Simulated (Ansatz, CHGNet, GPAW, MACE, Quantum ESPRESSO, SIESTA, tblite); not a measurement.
# Which run comes nearest? Random packing of 64AlN-36Al2O3 (mol %) (86 atoms)

Density of this cell: 3.16 g/cm³. The cell holds 86 atoms: 38 Al, 18 N and 30 O. Cell: a = 9.738 Å, b = 9.738 Å, c = 9.738 Å, α = 90.0°, β = 90.0°, γ = 90.0°. 86 atoms (38 Al, 18 N, 30 O) packed at random in a cube at 3.16 g/cm³ and pushed apart as soft spheres, cations and anions kept from their own kind; a start for melting by ab initio MD, not an equilibrated structure. Then every atom was moved at random, 0.03 Å r.m.s. a Cartesian component.

Geometry: as built.

The reference, a calculation:

```
method                 : Kohn-Sham DFT, PBE, PAW, plane waves (Ansatz 0.2.0); cutoff 420 eV, Γ point, fermi-dirac smearing of 0.05 eV; PAW set soft_2
r.m.s. force component : 1.796 eV/Å
longest force          : 6.263 eV/Å
pressure               : 4.911 GPa
SCF cycles             : 11
time                   : 8.7 s on 4 threads of Arm Neoverse V2, shared host
CPU time               : 31 s
```

Runs, in no order:
A. GPAW PBE, LCAO sz(dzp), h 0.18 Å: Kohn-Sham DFT, PBE, PAW, atomic orbitals (sz(dzp))
B. MACE MPA-0 medium potential: machine-learned interatomic potential MACE MPA-0 medium, trained on PBE(+U) plane-wave data
C. QE PBE, sssp-1.3.0-efficiency, 35/280 Ry: Kohn-Sham DFT, PBE, SSSP efficiency 1.3.0 pseudopotentials, plane waves
D. SIESTA PBE, DZP, shift 0.01 Ry, mesh 500 Ry: Kohn-Sham DFT, PBE, PseudoDojo 0.4.1 norm-conserving pseudopotentials (converted to PSML), numerical atomic orbitals (DZP), diagonalisation
E. GPAW PBE, LCAO dzp, h 0.18 Å, other mixer settings: Kohn-Sham DFT, PBE, PAW, atomic orbitals (dzp)

Q: Order them from the smallest to the largest r.m.s. force difference.

C, D, E, B, A.

| run | Δ force, r.m.s. (meV/Å) | share of r.m.s. force (%) | CPU time |
| --- | --- | --- | --- |
| C. QE PBE, sssp-1.3.0-efficiency, 35/280 Ry | 27.3 | 1.52 | 14 min |
| D. SIESTA PBE, DZP, shift 0.01 Ry, mesh 500 Ry | 155 | 8.65 | 28 min |
| E. GPAW PBE, LCAO dzp, h 0.18 Å, other mixer settings | 221 | 12.3 | 20 min |
| B. MACE MPA-0 medium potential | 345 | 19.2 | 7.5 s |
| A. GPAW PBE, LCAO sz(dzp), h 0.18 Å | 721 | 40.1 | 2.7 min |

Machine-learned potentials mimic data converged in k, so the reference's own k-point error enters their differences. The electronic-structure runs sample only Γ, in a cell whose shortest periodic width is 10 Å, which is coarse for a cell with partly filled levels.

[Logs are printed without paths, hosts, clocks, repeated set-up lines and the standing remarks that a program may print on its own settings, such as how far it seeks lower states.]

[Hosts, paths, dates, database ids (printed as entryN), source tags and the programs' standing remarks are cut or masked in the printed files.]
